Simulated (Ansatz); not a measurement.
**Relaxing twisted Zr2CO2 MXene bilayer, 27.80° (130 atoms)**

Wanted: the relaxed structure of twisted Zr2CO2 MXene bilayer, 27.80° (130 atoms) and its electronic structure.

Program: Ansatz 0.2.0. Level of theory: Kohn-Sham DFT, PBE+D4, PAW (set soft_2), plane waves. Results are calculated unless marked as measured.

## (1) The structure

The cell holds 130 atoms: 26 C, 52 Zr and 52 O. Cell: a = 11.934 Å, b = 11.934 Å, c = 28.150 Å, α = 90.0°, β = 90.0°, γ = 120.0°. It derives from Zr2CO2 (Zr2CO2 MXene). Zr2CO2 MXene (a = 3.31 Å) under Zr2CO2 MXene (a = 3.31 Å), bilayer, commensurate cell of 13 unit cells a layer, twist 27.80 deg; facing planes 2.95 Å apart; 16 Å of vacuum; layers as built, displaced by a Gaussian of 0.01 Å. Regions: layer 1, 65 atoms (13 C, 26 Zr and 26 O); layer 2, 65 atoms (13 C, 26 Zr and 26 O). Vacuum lies along c.

Limits known from the start: The Brillouin zone is sampled at Γ only, in a cell whose shortest periodic width is 10 Å.

## (2) Single point at the start

The forces at the start show how far the geometry lies from a minimum of this functional.

Input file input.yaml:

```yaml
crystal:
  lattice:
    - [11.9344, 0.0, 0.0]
    - [-5.9672, 10.33549, 0.0]
    - [0.0, 0.0, 28.15]
  atoms:
    - { symbol: C, position: [0.00029, 0.99932, 0.36588] }
    - { symbol: Zr, position: [0.12882, 0.17888, 0.41452] }
    - { symbol: Zr, position: [0.17922, 0.05206, 0.31693] }
    - { symbol: O, position: [0.17998, 0.05147, 0.44799] }
    [... 120 atom lines left out ...]
    - { symbol: O, position: [0.20074, 0.76856, 0.55246] }
    - { symbol: C, position: [0.30292, 0.12736, 0.63379] }
    - { symbol: Zr, position: [0.12223, 0.00046, 0.68277] }
    - { symbol: Zr, position: [0.17379, 0.17888, 0.58542] }
    - { symbol: O, position: [0.17509, 0.17921, 0.71641] }
    - { symbol: O, position: [0.12307, 0.99995, 0.55238] }
kpoints:
  mp_grid: { grid: [1, 1, 1] }
hamiltonian:
  xc: pbe
  dispersion: d4
scf:
  occupations: { method: fixed }
output:
  forces: true
  populations: true
  dos:
    method: { smearing: { sigma: 0.08 } }
    de: 0.1
    projected:
      site_lists:
        C: [C]
        O: [O]
        Zr: [Zr]
        layer_1: [0, 1, 2, 3, 4, 5, 6, 7, 8, 9, 10, 11, 12, 13, 14, 15, 16, 17, 18, 19, 20, 21, 22, 23, 24, 25, 26, 27, 28, 29, 30, 31, 32, 33, 34, 35, 36, 37, 38, 39, 40, 41, 42, 43, 44, 45, 46, 47, 48, 49, 50, 51, 52, 53, 54, 55, 56, 57, 58, 59, 60, 61, 62, 63, 64]
        layer_2: [65, 66, 67, 68, 69, 70, 71, 72, 73, 74, 75, 76, 77, 78, 79, 80, 81, 82, 83, 84, 85, 86, 87, 88, 89, 90, 91, 92, 93, 94, 95, 96, 97, 98, 99, 100, 101, 102, 103, 104, 105, 106, 107, 108, 109, 110, 111, 112, 113, 114, 115, 116, 117, 118, 119, 120, 121, 122, 123, 124, 125, 126, 127, 128, 129]
  eigenvalues: true
```

On the command line:

```sh
ansatz run input.yaml --threads 4 --pin off --max-ram 8192MiB --backend cpu --events-out ev --progress --plain --runs-dir out
```

Wall time 2.1 min (4 threads of Arm Neoverse V2, shared host); peak memory 5.2 GiB.

Read from the output:

- free energy: -253771.7542 eV
- free energy per atom: -1952.0904 eV/atom
- SCF cycles: 11
- r.m.s. force component: 0.2963 eV/Å
- longest force: 1.039 eV/Å
- Fermi energy: 3.04 eV
- gap (highest filled to lowest empty level): 1.408 eV
- spilling of the projection: 0.004015

The r.m.s. force component of 0.30 eV/Å sets the starting point.

Length of the force by element:

| element | coordination | atoms | mean length of the force (eV/Å) | spread | least | most |
| --- | --- | --- | --- | --- | --- | --- |
| C | all | 26 | 0.242 | 0.102 | 0.0779 | 0.466 |
| O | all | 52 | 0.242 | 0.0992 | 0.0347 | 0.491 |
| Zr | all | 52 | 0.736 | 0.119 | 0.459 | 1.04 |

## (3) Relaxation

With the cell held, the atoms are moved downhill towards a nearby minimum.

input.yaml, the sections that differ from step 2:

```yaml
output:
  forces: true
relax:
  f_tol: 0.03
  max_steps: 140
# crystal, kpoints, hamiltonian, scf: as in step 2
```

Wall time 4 min (4 threads); peak memory 5 GiB; 16 min of CPU time.

Relaxation path:

| step | energy less that of the first step (eV) | largest force component (eV/Å) |
| --- | --- | --- |
| 1 | 0.0000 | 0.9192 |
| 2 | 1.9644 | 1.3654 |
| 3 | -0.6390 | 0.0936 |
| 4 | -0.6491 | 0.0106 |

Relaxation step 2 was tried and not accepted.

The atoms that moved most (Å):

| atom | dx | dy | dz | length |
| --- | --- | --- | --- | --- |
| Zr7 | 0.028 | 0.006 | 0.073 | 0.079 |
| Zr37 | -0.007 | 0.009 | 0.073 | 0.074 |
| Zr118 | -0.017 | -0.004 | -0.072 | 0.074 |
| Zr113 | 0.003 | 0.009 | -0.073 | 0.074 |
| O9 | -0.004 | 0.021 | 0.068 | 0.072 |
| Zr108 | 0.006 | 0.002 | -0.069 | 0.069 |
| Zr73 | -0.011 | 0.002 | -0.067 | 0.068 |
| Zr47 | -0.007 | 0.004 | 0.066 | 0.066 |

The relaxation changed the energy by -4.99 meV/atom, and atoms moved by 0.04 Å r.m.s., 0.079 Å at most.

## (4) Local order after relaxation

Bonds before and after, by the cutoffs listed below:

| pair | bonds before | bonds after | mean before (Å) | mean after (Å) | spread before (Å) | spread after (Å) |
| --- | --- | --- | --- | --- | --- | --- |
| O-Zr | 156 | 156 | 2.126 | 2.119 | 0.013 | 0.003 |
| Zr-C | 156 | 156 | 2.350 | 2.365 | 0.012 | 0.002 |

Normalised to the volume that the atoms fill. Pair distribution functions g(r), in bins of 0.2 Å:

| r (Å) | total | O-O | O-Zr | O-C | Zr-Zr | Zr-C | C-C |
| --- | --- | --- | --- | --- | --- | --- | --- |
| 2.10 | 2.83 | 0.00 | 8.85 | 0.00 | 0.00 | 0.00 | 0.00 |
| 2.30 | 2.27 | 0.00 | 0.00 | 0.00 | 0.00 | 14.15 | 0.00 |
| 2.50 | 0.00 | 0.00 | 0.00 | 0.00 | 0.00 | 0.00 | 0.00 |
| 2.70 | 0.00 | 0.00 | 0.00 | 0.00 | 0.00 | 0.00 | 0.00 |
| 2.90 | 1.35 | 0.18 | 0.00 | 8.25 | 0.00 | 0.00 | 0.00 |
| 3.10 | 0.17 | 0.32 | 0.00 | 0.73 | 0.00 | 0.00 | 0.00 |
| 3.30 | 3.50 | 7.53 | 0.00 | 0.00 | 10.75 | 0.00 | 14.45 |
| 3.50 | 0.03 | 0.21 | 0.00 | 0.00 | 0.00 | 0.00 | 0.00 |
| 3.70 | 0.36 | 0.26 | 1.00 | 0.00 | 0.00 | 0.00 | 0.00 |
| 3.90 | 0.93 | 0.24 | 2.79 | 0.00 | 0.00 | 0.00 | 0.00 |
| 4.10 | 0.87 | 0.21 | 0.21 | 0.00 | 0.00 | 4.81 | 0.00 |
| 4.30 | 0.10 | 0.17 | 0.22 | 0.00 | 0.00 | 0.00 | 0.00 |
| 4.50 | 0.74 | 0.28 | 0.18 | 3.99 | 0.00 | 0.00 | 0.00 |
| 4.70 | 0.38 | 0.11 | 0.20 | 0.00 | 1.88 | 0.00 | 0.00 |
| 4.90 | 1.30 | 1.08 | 3.41 | 0.00 | 0.21 | 0.00 | 0.00 |
| 5.10 | 1.21 | 0.89 | 3.22 | 0.04 | 0.17 | 0.00 | 0.00 |
| 5.30 | 1.08 | 0.16 | 0.15 | 0.33 | 0.13 | 5.85 | 0.00 |
| 5.50 | 0.99 | 0.15 | 0.19 | 5.49 | 0.17 | 0.00 | 0.00 |
| 5.70 | 1.50 | 2.63 | 0.14 | 0.30 | 4.96 | 0.00 | 4.88 |
| 5.90 | 0.30 | 1.10 | 0.15 | 0.31 | 0.19 | 0.00 | 0.00 |
| 6.10 | 0.18 | 0.28 | 0.16 | 0.24 | 0.14 | 0.16 | 0.00 |
| 6.30 | 0.19 | 0.13 | 0.13 | 0.35 | 0.14 | 0.28 | 0.00 |
| 6.50 | 0.18 | 0.16 | 0.15 | 0.28 | 0.14 | 0.27 | 0.00 |
| 6.70 | 0.91 | 1.92 | 0.27 | 0.19 | 1.93 | 0.23 | 3.64 |
| 6.90 | 1.56 | 1.86 | 3.63 | 0.26 | 0.11 | 0.30 | 0.00 |
| 7.10 | 0.71 | 0.11 | 0.20 | 0.30 | 0.14 | 3.46 | 0.00 |
| 7.30 | 0.69 | 0.13 | 0.27 | 3.24 | 0.13 | 0.24 | 0.00 |
| 7.50 | 0.90 | 0.22 | 1.61 | 0.24 | 1.68 | 0.25 | 0.29 |

Bonds by pair of elements; cutoffs follow the first minimum of g(r), held within bounds set by covalent radii, and pairs that aren't listed don't count as bonded:

| pair A-B | cutoff (Å) | bonds | mean length (Å) | spread (Å) | shortest (Å) | B about A | A about B |
| --- | --- | --- | --- | --- | --- | --- | --- |
| O-Zr | 2.82 | 156 | 2.12 | 0.003 | 2.11 | 3 | 3 |
| Zr-C | 2.81 | 156 | 2.37 | 0.002 | 2.36 | 3 | 6 |

How many atoms have how many bonded neighbours:

| element | mean | 3 | 6 |
| --- | --- | --- | --- |
| C | 6 | 0 | 26 |
| O | 3 | 52 | 0 |
| Zr | 6 | 0 | 52 |

Bond angles, per cent of each kind in bins of 5°:

| angle (°) | C-Zr-O | Zr-C-Zr | C-Zr-C | O-Zr-O | Zr-O-Zr |
| --- | --- | --- | --- | --- | --- |
| 80–85 | 66.7 | 0.0 | 0.0 | 0.0 | 0.0 |
| 85–90 | 0.0 | 40.0 | 100.0 | 0.0 | 0.0 |
| 90–95 | 0.0 | 40.0 | 0.0 | 0.0 | 0.0 |
| 95–100 | 0.0 | 0.0 | 0.0 | 0.0 | 0.0 |
| 100–105 | 0.0 | 0.0 | 0.0 | 100.0 | 100.0 |
| 105–110 | 0.0 | 0.0 | 0.0 | 0.0 | 0.0 |
| 110–115 | 0.0 | 0.0 | 0.0 | 0.0 | 0.0 |
| 115–120 | 0.0 | 0.0 | 0.0 | 0.0 | 0.0 |
| 120–125 | 0.0 | 0.0 | 0.0 | 0.0 | 0.0 |
| 125–130 | 0.0 | 0.0 | 0.0 | 0.0 | 0.0 |
| 130–135 | 0.0 | 0.0 | 0.0 | 0.0 | 0.0 |
| 135–140 | 0.0 | 0.0 | 0.0 | 0.0 | 0.0 |
| 140–145 | 0.0 | 0.0 | 0.0 | 0.0 | 0.0 |
| 145–150 | 0.0 | 0.0 | 0.0 | 0.0 | 0.0 |
| 150–155 | 0.0 | 0.0 | 0.0 | 0.0 | 0.0 |
| 155–160 | 0.0 | 0.0 | 0.0 | 0.0 | 0.0 |
| 160–165 | 0.0 | 0.0 | 0.0 | 0.0 | 0.0 |
| 165–170 | 33.3 | 0.0 | 0.0 | 0.0 | 0.0 |
| 170–175 | 0.0 | 0.0 | 0.0 | 0.0 | 0.0 |
| 175–180 | 0.0 | 20.0 | 0.0 | 0.0 | 0.0 |

Bond angles (no mean is given where the spread exceeds 20°):

| angle | count | mean (°) | spread (°) |
| --- | --- | --- | --- |
| C-Zr-O | 468 | - | - |
| Zr-C-Zr | 390 | - | - |
| C-Zr-C | 156 | 88.8 | 0.1 |
| O-Zr-O | 156 | 103 | 0.2 |
| Zr-O-Zr | 156 | 103 | 0.2 |

Counting bonds as in the table, all C atoms have 6, all O atoms have 3 and all Zr atoms have 6 bonded neighbours.

## (5) Single point at the relaxed geometry

One more single point at the end of the walk gives the fuller output and checks the residual forces.

Input file input.yaml:

```yaml
crystal:
  lattice:
    - [11.9344, 0.0, 0.0]
    - [-5.9672, 10.33549, 0.0]
    - [0.0, 0.0, 28.15]
  atoms:
    - { symbol: C, position: [0.99996, 0.00017, 0.36702] }
    - { symbol: Zr, position: [0.12809, 0.17965, 0.41632] }
    - { symbol: Zr, position: [0.17943, 0.05135, 0.31745] }
    - { symbol: O, position: [0.18006, 0.05206, 0.44868] }
    [... 120 atom lines left out ...]
    - { symbol: O, position: [0.20121, 0.76872, 0.55092] }
    - { symbol: C, position: [0.30287, 0.12732, 0.63287] }
    - { symbol: Zr, position: [0.12338, 0.99903, 0.68242] }
    - { symbol: Zr, position: [0.17476, 0.17854, 0.58359] }
    - { symbol: O, position: [0.17473, 0.17851, 0.715] }
    - { symbol: O, position: [0.12285, 0.99843, 0.5512] }
kpoints:
  mp_grid: { grid: [1, 1, 1] }
hamiltonian:
  xc: pbe
  dispersion: d4
scf:
  occupations: { method: fixed }
output:
  forces: true
  populations: true
  dos:
    method: { smearing: { sigma: 0.08 } }
    de: 0.1
    projected:
      site_lists:
        C: [C]
        O: [O]
        Zr: [Zr]
        layer_1: [0, 1, 2, 3, 4, 5, 6, 7, 8, 9, 10, 11, 12, 13, 14, 15, 16, 17, 18, 19, 20, 21, 22, 23, 24, 25, 26, 27, 28, 29, 30, 31, 32, 33, 34, 35, 36, 37, 38, 39, 40, 41, 42, 43, 44, 45, 46, 47, 48, 49, 50, 51, 52, 53, 54, 55, 56, 57, 58, 59, 60, 61, 62, 63, 64]
        layer_2: [65, 66, 67, 68, 69, 70, 71, 72, 73, 74, 75, 76, 77, 78, 79, 80, 81, 82, 83, 84, 85, 86, 87, 88, 89, 90, 91, 92, 93, 94, 95, 96, 97, 98, 99, 100, 101, 102, 103, 104, 105, 106, 107, 108, 109, 110, 111, 112, 113, 114, 115, 116, 117, 118, 119, 120, 121, 122, 123, 124, 125, 126, 127, 128, 129]
  eigenvalues: true
  write_density: true
  write_potential: true
  volumetric_format: npy
```

The job ended after 2.2 min (4 threads; peak memory 5.2 GiB; 8.6 min of CPU time).

The program notes that the exchange-correlation potential is rough where the density is thin.

Read from the output:

```
free energy                                      : -253772.4032 eV
free energy per atom                             : -1952.0954 eV/atom
SCF cycles                                       : 10
r.m.s. force component                           : 0.00383 eV/Å
longest force                                    : 0.01292 eV/Å
Fermi energy                                     : 3.234 eV
gap (highest filled to lowest empty level) : 1.395 eV
potential in mid-vacuum, over the Fermi level    : 5.378 eV
potential 4.5 Å over the upper face              : 5.379 eV
potential 4.5 Å under the lower face             : 5.376 eV
spilling of the projection                       : 0.004025
```

Löwdin charges by element (they lack the spilled electrons, 0.032 e an atom on average):

| element | coordination | atoms | mean charge (e) | spread | least | most |
| --- | --- | --- | --- | --- | --- | --- |
| C | all | 26 | -0.904 | 7.0e-4 | -0.905 | -0.903 |
| O | all | 52 | -0.636 | 0.0024 | -0.638 | -0.630 |
| Zr | all | 52 | 1.17 | 0.0052 | 1.16 | 1.18 |

By region:

| region | atoms | mean length of the force (eV/Å) |
| --- | --- | --- |
| layer 1 | 65 | 0.005 |
| layer 2 | 65 | 0.007 |

Density of states as counts of states in windows of 0.5 eV (from the Fermi level), total and the larger projections:

| from (eV) | to (eV) | total | layer 1 | layer 2 | Zr d | O p | C p | C s |
| --- | --- | --- | --- | --- | --- | --- | --- | --- |
| -10 | -9.5 | 17.2 | 8.7 | 8.4 | 2.4 | 0.4 | 0.1 | 9.7 |
| -9.5 | -9 | 31.1 | 15.4 | 15.5 | 7.7 | 0.3 | 0.1 | 19.1 |
| -9 | -8.5 | 3.7 | 1.8 | 1.9 | 1.1 | 0.0 | 0.0 | 2.4 |
| -8.5 | -5.5 | 0.0 | 0.0 | 0.0 | 0.0 | 0.0 | 0.0 | 0.0 |
| -5.5 | -5 | 53.5 | 26.7 | 26.7 | 14.6 | 28.3 | 5.8 | 0.1 |
| -5 | -4.5 | 66.5 | 33.2 | 33.1 | 17.6 | 45.1 | 1.1 | 0.4 |
| -4.5 | -4 | 105.4 | 52.5 | 52.4 | 23.2 | 74.0 | 4.5 | 0.7 |
| -4 | -3.5 | 73.7 | 36.5 | 36.6 | 9.2 | 56.2 | 3.0 | 1.4 |
| -3.5 | -3 | 12.8 | 6.3 | 6.4 | 1.1 | 10.4 | 0.7 | 0.0 |
| -3 | -2.5 | 23.9 | 11.8 | 11.8 | 7.1 | 4.5 | 10.9 | 0.0 |
| -2.5 | -2 | 24.1 | 12.0 | 12.0 | 8.7 | 4.4 | 9.6 | 0.1 |
| -2 | -1.5 | 42.3 | 20.9 | 20.7 | 9.2 | 10.9 | 20.0 | 0.1 |
| -1.5 | -1 | 56.6 | 27.9 | 28.0 | 13.9 | 13.0 | 27.0 | 0.1 |
| -1 | -0.5 | 1.1 | 0.5 | 0.6 | 0.1 | 0.4 | 0.5 | 0.0 |
| -0.5 | 0 | 6.5 | 3.2 | 3.2 | 0.8 | 1.5 | 4.0 | 0.0 |
| 0 | 0.5 | 1.5 | 0.7 | 0.8 | 0.2 | 0.4 | 0.9 | 0.0 |
| 0.5 | 1 | 0.0 | 0.0 | 0.0 | 0.0 | 0.0 | 0.0 | 0.0 |
| 1 | 1.5 | 25.8 | 12.6 | 12.5 | 19.2 | 4.4 | 1.2 | 0.3 |
| 1.5 | 2 | 30.2 | 14.8 | 14.9 | 23.2 | 4.6 | 1.7 | 0.0 |
| 2 | 2.5 | 4.0 | 1.8 | 1.8 | 2.7 | 0.8 | 0.0 | 0.0 |
| 2.5 | 3 | 23.7 | 11.6 | 11.5 | 18.4 | 2.1 | 2.1 | 0.0 |

The curve was stored every 0.10 eV, coarse against its broadening of 0.08 eV, so these counts are rough.

With fixed occupations the program's Fermi level is the highest filled level; weight inside the gap is the broadening of levels at its edges.

Between -26 and -10 eV lie 104 more states.

The stored curve holds about 624 of the 1040 electrons; the rest, give or take the few that broadening carries across the Fermi level, lie in deeper levels below its range.

The levels nearest the highest filled one (over half full), pooled over k-points and spins:

| level less the highest filled one (eV) | occupation |
| --- | --- |
| -1.05 | 2 |
| -0.988 | 2 |
| -0.0031 | 2 |
| -0.0028 | 2 |
| -2.0e-4 | 2 |
| 0 | 2 |
| 1.39 | 0 |
| 1.40 | 0 |
| 1.41 | 0 |
| 1.41 | 0 |
| 1.42 | 0 |
| 1.42 | 0 |

Planar average of the electrostatic potential energy along the normal, with the Fermi level as zero, after a running mean with a triangular window 4 Å wide at its base:

| height (Å) | potential energy (eV) |
| --- | --- |
| 0.0 | 5.38 |
| 0.7 | 5.38 |
| 1.6 | 5.38 |
| 2.3 | 5.38 |
| 3.2 | 5.38 |
| 4.0 | 5.38 |
| 4.8 | 5.37 |
| 5.6 | 5.25 |
| 6.5 | 3.77 |
| 7.2 | -0.01 |
| 8.1 | -6.56 |
| 8.8 | -9.99 |
| 9.5 | -9.78 |
| 10.4 | -8.99 |
| 11.1 | -9.81 |
| 12.0 | -9.57 |
| 12.8 | -5.53 |
| 13.6 | 0.21 |
| 14.4 | 0.71 |
| 15.2 | -4.49 |
| 16.0 | -9.02 |
| 16.9 | -10.04 |
| 17.6 | -9.04 |
| 18.5 | -9.53 |
| 19.2 | -10.22 |
| 19.9 | -7.47 |
| 20.8 | -1.04 |
| 21.6 | 3.25 |
| 22.4 | 5.17 |
| 23.2 | 5.36 |
| 24.0 | 5.38 |
| 24.8 | 5.38 |
| 25.7 | 5.38 |
| 26.4 | 5.38 |
| 27.3 | 5.38 |
| 28.0 | 5.38 |

Mean Löwdin charges: C -0.90, O -0.64, Zr +1.17 e (they miss 0.40 % of the electrons, so they add up to more than the cell's charge). The largest share in the top eV of filled states is C p (61 % of the projected weight), and in the lowest eV of empty states Zr d (77 % of the projected weight). The potential stands 5.38 eV above the highest filled level over the upper face and 5.38 eV under the lower one, a reading of the ionisation potential at this level on the run's k-points.

## (6) What came out

| Quantity | Value |
| --- | --- |
| energy change in the relaxation | -4.993 meV/atom |
| r.m.s. displacement | 0.04 Å |
| largest displacement | 0.079 Å |
| free energy per atom | -1952.0954 eV/atom |
| r.m.s. force component | 0.00383 eV/Å |
| gap (highest filled to lowest empty level) | 1.395 eV |
| potential in mid-vacuum, over the Fermi level | 5.378 eV |
| wall time of the 3 DFT runs | 8.4 min |

In words: Relaxation lowers the energy by 4.99 meV/atom and moves atoms by 0.04 Å r.m.s.; the r.m.s. force component goes from 0.30 to 0.0038 eV/Å, and the gap from 1.41 to 1.39 eV. By the final cutoffs no bond was broken or made. From the first step to the last the energy fell by 0.649 eV, and the largest move was 0.08 Å (Zr7). The Zr-C bonds change most in mean length: from 2.350 Å (spread 0.012) to 2.365 Å (spread 0.002). Counting bonds as in the table, all C atoms have 6, all O atoms have 3 and all Zr atoms have 6 bonded neighbours. Between filled and empty levels lie 1.39 eV at Γ alone; the mesh holds the band edges only if they fold onto it, so the gap at this level can be narrower or closed, while semilocal functionals tend to narrow gaps against experiment. The potential stands 5.38 eV above the highest filled level over the upper face and 5.38 eV under the lower one, a reading of the ionisation potential at this level on the run's k-points.

[Logs are printed without paths, hosts, clocks, repeated set-up lines and the standing remarks that a program may print on its own settings, such as how far it seeks lower states.]

[Hosts, paths, dates, database ids (printed as entryN), source tags and the programs' standing remarks are cut or masked in the printed files.]
